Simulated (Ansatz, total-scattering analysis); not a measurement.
## A molecular-dynamics model of ethanol and its diffraction

Aim: the structure of ethanol at 300 K, and the X-ray and neutron patterns it would give.

Method: ab initio molecular dynamics with Ansatz (revPBE-D3(BJ), plane waves, PAW default files, Langevin thermostat, no spin, fixed volume, H with the mass of D). Composition: 12 ethanol; C 22.2, O 11.1, H 66.7 atom %; 108 atoms. The average runs over 0.65 ps of 108 atoms, so shells between rare elements are rough. Mean temperature 292 K, largest m.s.d. 1.34 Å², energy drift +1 meV an atom (last third less first, no steady trend), Langevin friction 10 ps⁻¹; the first quarter of the run is discarded. Start: last frame of a classical run of this cell at the same density and temperature. So short a stretch relaxes bonds and nearest shells but still remembers its start.

## The run

The step of 1 fs has to resolve the fastest vibration, that of H (given the mass of D, which leaves classical structure unchanged and allows a longer step). The volume is fixed, since the run is too short for a cell to find its own; the mean pressure then hints how far the functional is from its own density, with errors up to a few GPa from cell size, k-points and loose SCF steps (the program warns of the last). One k-point, Γ, is the usual economy for a cell of this size. Smeared occupations keep the forces smooth should levels come near the Fermi energy. A dispersion term is added because semilocal functionals bind large anions and molecules too weakly, which shows as excess pressure at a given density. A Langevin thermostat samples the right structure once equilibrated, but its friction lowers diffusion.

The input, input.yaml:

```yaml
crystal:
  lattice:
    - [10.5133, 0.0, 0.0]
    - [0.0, 10.5133, 0.0]
    - [0.0, 0.0, 10.5133]
  atoms:
    - { symbol: C, position: [0.9855, 0.6299, 0.93] }
    - { symbol: C, position: [0.1089, 0.5697, 0.8951] }
    - { symbol: O, position: [0.2044, 0.6029, 0.9863] }
    - { symbol: H, position: [0.9902, 0.7331, 0.913] }
[... 102 atom lines left out ...]
    - { symbol: H, position: [0.7154, 0.0251, 0.4647] }
    - { symbol: H, position: [0.6342, 0.0263, 0.276] }
kpoints:
  mp_grid: { grid: [1, 1, 1] }
scf:
  occupations: { method: fermi_dirac, width: 0.0259 }
hamiltonian:
  xc: revpbe
  pseudopotentials: { kind: paw }
  dispersion: d3bj
output:
  forces: true
  stress: true
md:
  timestep: 1.0
  n_steps: 858
  ensemble: nvt_langevin
  temperature: 300.0
  initial_velocities: maxwell_boltzmann
  seed: 7
  masses: [{ species: H, mass: 2.014 }]
```

```console
$ ansatz run input.yaml --threads 4 --pin off --max-ram 10240MiB --backend cpu --events-out ev --progress --plain --runs-dir out
```

```text
Warning: md: disabling space-group detection — thermal motion breaks the input geometry's symmetry, so no spatial operation reduces the k-mesh or symmetrises the density; time reversal is kept, so that k and −k are [...]
Warning: output.stress: scf.convergence.dr2_threshold = 1e-7 eV (the SCF's general default) is looser than the 1.08e-8 eV advised for a printed stress (1e-10 eV for each atom of the cell: 108). What an SCF threshold [...]
Warning: RAYON_NUM_THREADS=4 ignored (pool sized by the plan → 4); use --threads N
Engine: ansatz 0.2.0, aarch64-unknown-linux-gnu
Pseudopotential: C, paw, valence charge 4, recommended cutoff 420 eV (normal), C.paw.azcp
Pseudopotential: O, paw, valence charge 6, recommended cutoff 420 eV (normal), O.paw.azcp
Pseudopotential: H, paw, valence charge 1, recommended cutoff 420 eV (normal), H.paw.azcp
Functional definition: revPBE
Crystal: 108 atoms, lattice volume = 1162.030 Å³
Basis set: ecut = 420 eV, 22743 PW (Γ), exchange–correlation on 144×144×144 points (8 copies of the dense FFT grid, shifted against one another)
Bands: 228, of which v1, the nominal top of the filled ones, is band 120 counted from 1 (119 counted from 0)
k-points: 1
[... other set-up lines, SCF lines and steps between those shown are left out ...]
md step     0: t =     0.00 fs  T =   297.2 K  F+E_penalty+E_count = -14034.72976754 eV  E_kin = 4.149246 eV  P_inst = 2.9556 GPa  (9 SCF iters)
md step     1: t =     1.00 fs  T =   285.5 K  F+E_penalty+E_count = -14034.67122206 eV  E_kin = 3.986045 eV  P_inst = 2.7902 GPa  (8 SCF iters, 3 dispersion substeps)
md step    34: t =    34.00 fs  T =   326.0 K  F+E_penalty+E_count = -14034.96683632 eV  E_kin = 4.550288 eV  P_inst = 1.2313 GPa  (7 SCF iters, 3 dispersion substeps)
md step    68: t =    68.00 fs  T =   338.6 K  F+E_penalty+E_count = -14035.59471298 eV  E_kin = 4.726274 eV  P_inst = 0.5522 GPa  (6 SCF iters, 3 dispersion substeps)
md step   102: t =   102.00 fs  T =   326.5 K  F+E_penalty+E_count = -14036.17636869 eV  E_kin = 4.558561 eV  P_inst = -0.3191 GPa  (6 SCF iters, 3 dispersion substeps)
md step   136: t =   136.00 fs  T =   339.9 K  F+E_penalty+E_count = -14036.36428227 eV  E_kin = 4.744640 eV  P_inst = 0.3452 GPa  (6 SCF iters, 3 dispersion substeps)
md step   170: t =   170.00 fs  T =   299.9 K  F+E_penalty+E_count = -14035.84824330 eV  E_kin = 4.186927 eV  P_inst = -0.1461 GPa  (8 SCF iters, 3 dispersion substeps)
md step   204: t =   204.00 fs  T =   322.1 K  F+E_penalty+E_count = -14036.29344549 eV  E_kin = 4.496964 eV  P_inst = 0.2625 GPa  (6 SCF iters, 3 dispersion substeps)
md step   238: t =   238.00 fs  T =   327.2 K  F+E_penalty+E_count = -14036.33599948 eV  E_kin = 4.567605 eV  P_inst = -0.1969 GPa  (6 SCF iters, 3 dispersion substeps)
md step   272: t =   272.00 fs  T =   264.1 K  F+E_penalty+E_count = -14036.24953432 eV  E_kin = 3.687134 eV  P_inst = 0.1289 GPa  (6 SCF iters, 3 dispersion substeps)
md step   306: t =   306.00 fs  T =   263.3 K  F+E_penalty+E_count = -14036.62424304 eV  E_kin = 3.675554 eV  P_inst = -0.0903 GPa  (6 SCF iters, 3 dispersion substeps)
md step   340: t =   340.00 fs  T =   271.7 K  F+E_penalty+E_count = -14036.37185941 eV  E_kin = 3.793226 eV  P_inst = -0.2814 GPa  (8 SCF iters, 3 dispersion substeps)
md step   374: t =   374.00 fs  T =   243.1 K  F+E_penalty+E_count = -14036.06209765 eV  E_kin = 3.393049 eV  P_inst = -0.3702 GPa  (6 SCF iters, 3 dispersion substeps)
md step   408: t =   408.00 fs  T =   294.2 K  F+E_penalty+E_count = -14036.59342593 eV  E_kin = 4.106512 eV  P_inst = -0.1090 GPa  (6 SCF iters, 3 dispersion substeps)
md step   442: t =   442.00 fs  T =   324.8 K  F+E_penalty+E_count = -14036.49215376 eV  E_kin = 4.533640 eV  P_inst = -0.6202 GPa  (7 SCF iters, 3 dispersion substeps)
md step   476: t =   476.00 fs  T =   320.2 K  F+E_penalty+E_count = -14036.45599498 eV  E_kin = 4.470233 eV  P_inst = -0.1734 GPa  (7 SCF iters, 3 dispersion substeps)
md step   510: t =   510.00 fs  T =   332.5 K  F+E_penalty+E_count = -14036.73219891 eV  E_kin = 4.641107 eV  P_inst = -1.1865 GPa  (8 SCF iters, 3 dispersion substeps)
md step   544: t =   544.00 fs  T =   264.1 K  F+E_penalty+E_count = -14036.16515220 eV  E_kin = 3.686208 eV  P_inst = -0.5600 GPa  (7 SCF iters, 3 dispersion substeps)
md step   578: t =   578.00 fs  T =   271.5 K  F+E_penalty+E_count = -14036.44629858 eV  E_kin = 3.790740 eV  P_inst = -0.0787 GPa  (6 SCF iters, 3 dispersion substeps)
md step   612: t =   612.00 fs  T =   323.0 K  F+E_penalty+E_count = -14036.28341823 eV  E_kin = 4.509069 eV  P_inst = 0.0388 GPa  (6 SCF iters, 3 dispersion substeps)
md step   646: t =   646.00 fs  T =   277.3 K  F+E_penalty+E_count = -14035.72913621 eV  E_kin = 3.871562 eV  P_inst = 0.5118 GPa  (6 SCF iters, 3 dispersion substeps)
md step   680: t =   680.00 fs  T =   287.5 K  F+E_penalty+E_count = -14035.92031455 eV  E_kin = 4.013560 eV  P_inst = 0.5161 GPa  (8 SCF iters, 3 dispersion substeps)
md step   714: t =   714.00 fs  T =   262.5 K  F+E_penalty+E_count = -14036.13756312 eV  E_kin = 3.664619 eV  P_inst = -0.1042 GPa  (7 SCF iters, 3 dispersion substeps)
md step   748: t =   748.00 fs  T =   281.8 K  F+E_penalty+E_count = -14036.30796098 eV  E_kin = 3.933268 eV  P_inst = -0.5496 GPa  (7 SCF iters, 3 dispersion substeps)
md step   782: t =   782.00 fs  T =   284.5 K  F+E_penalty+E_count = -14036.33687347 eV  E_kin = 3.971543 eV  P_inst = 0.0432 GPa  (6 SCF iters, 3 dispersion substeps)
md step   816: t =   816.00 fs  T =   289.0 K  F+E_penalty+E_count = -14036.52280060 eV  E_kin = 4.034937 eV  P_inst = 0.6112 GPa  (6 SCF iters, 3 dispersion substeps)
md step   850: t =   850.00 fs  T =   273.0 K  F+E_penalty+E_count = -14036.56634194 eV  E_kin = 3.810841 eV  P_inst = 0.1236 GPa  (8 SCF iters, 3 dispersion substeps)
[... last step's energies and forces left out ...]
--- MD trajectory: 858 steps, t = 0.0 → 858.0 fs ---
  final state: T = 273.9 K   F+E_penalty+E_count = -14036.56271856 eV   E_kin = 3.824348 eV
```

Time and hardware: 43 min on 4 threads of Arm Neoverse V2, on a shared host, peak memory 1.3 GiB.

## Analysis

The totals are in Faber–Ziman form. Below 4 Å⁻¹ the partials are summed on the cell's own reciprocal vectors (from 0.60 Å⁻¹) and folded with a Gaussian of σ = 0.13 Å⁻¹; above it they are transforms of g(r) out to 7.1 Å, tapered over the last 40 %. The fold lowers sharp peaks, and with so few vectors their positions are good to about 0.1 Å⁻¹. X-rays take neutral-atom form factors, neutrons coherent lengths (C 6.6472, O 5.8037, H 6.6681 fm). Hydrogen is taken as deuterium. G(r) = 4πrρ₀[g(r) − 1] carries the resolution of a Lorch-windowed transform up to 20 Å⁻¹. The patterns are simulated, not measured. The cell is small: beyond half the box only the part of each shell inside it is counted, and low-Q values rest on few vectors. It is averaged over 129 frames.

| T (K) | state | density (g/cm³) | first clear X-ray maximum (Å⁻¹) | its height (X-ray) | first clear neutron maximum (Å⁻¹) | its height (neutron) | O–O (Å) | O around O | held | D over the elements, rough (10⁻⁹ m²/s) |
| --- | --- | --- | --- | --- | --- | --- | --- | --- | --- | --- |
| 300 | liquid | 0.790 | 1.50 | 3.23 | 1.48 | 2.22 | 2.80 | 2.04 | volume, 0.1 GPa mean | - |

X-ray S(Q):

```
Q (Å⁻¹)  300 K
    0.8  -0.18
    1.1   0.92
    1.4   2.88
    1.7   1.88
    2.0   1.03
    2.3   0.65
    2.6   0.77
    2.9   0.68
    3.2   0.69
    3.5   0.59
    3.8   0.65
    4.1   0.66
    4.4   0.80
    4.7   1.04
    5.0   1.27
    5.3   1.40
    5.6   1.42
    5.9   1.31
    6.2   1.09
    6.5   0.88
    6.8   0.76
    7.1   0.73
    7.4   0.76
    7.7   0.82
    8.0   0.88
    8.3   0.94
    8.6   1.04
    8.9   1.16
```

At 300 K the maxima of S(Q), Q in Å⁻¹ (height), are X-ray: 1.50 (3.23), 2.46 (0.86), 5.51 (1.43), 9.22 (1.21); neutron: 1.48 (2.22), 2.91 (0.97), 7.23 (1.16), 12.65 (1.10). Its shells:

```
pair  first peak (Å)  g there  first minimum (Å)  g there                neighbours               kind  X-ray weight (f = Z)  neutron weight
 O–H            0.98     15.8               1.26     0.00  1.0 H per O, 0.2 O per H   within molecules                  0.14            0.13
 C–H            1.10     29.0               1.40     0.00  2.5 H per C, 0.8 C per H   within molecules                  0.21            0.30
 C–O            1.44     18.3               1.86     0.00  0.5 O per C, 1.0 C per O   within molecules                  0.28            0.04
 C–C            1.53     17.5               1.96     0.00                       1.0   within molecules                  0.21            0.05
 H–H            1.78      3.5               2.02     0.29                       1.4   within molecules                  0.05            0.46
 O–O            2.80      4.9               3.72     0.19                       2.0  between molecules                  0.09            0.01
```

The tapered transform alone would put 2.73 at the X-ray maximum of 1.50 Å⁻¹, where the reciprocal vectors give 3.23: a cut in r lowers sharp peaks, which is why the direct sum is used there.

**Reading.** Distances within molecules give the sharpest pair functions, and with hydrogen they rule the neutron S(Q) at high Q: O–H 0.98 Å, C–H 1.10 Å, C–O 1.44 Å, C–C 1.53 Å and H–H 1.78 Å (first peaks only). Between molecules or ions, shells with a clear end include O–O at 2.80 Å (2.0 O per O). On the last frame 92 % of the H on O, N or F point at an acceptor of another molecule or at an anion within hydrogen-bond range (2.35 Å to O, N, F; 2.85 Å to Cl, Br, I).

[Logs are printed without paths, hosts, clocks, repeated set-up lines and the standing remarks that a program may print on its own settings, such as how far it seeks lower states.]
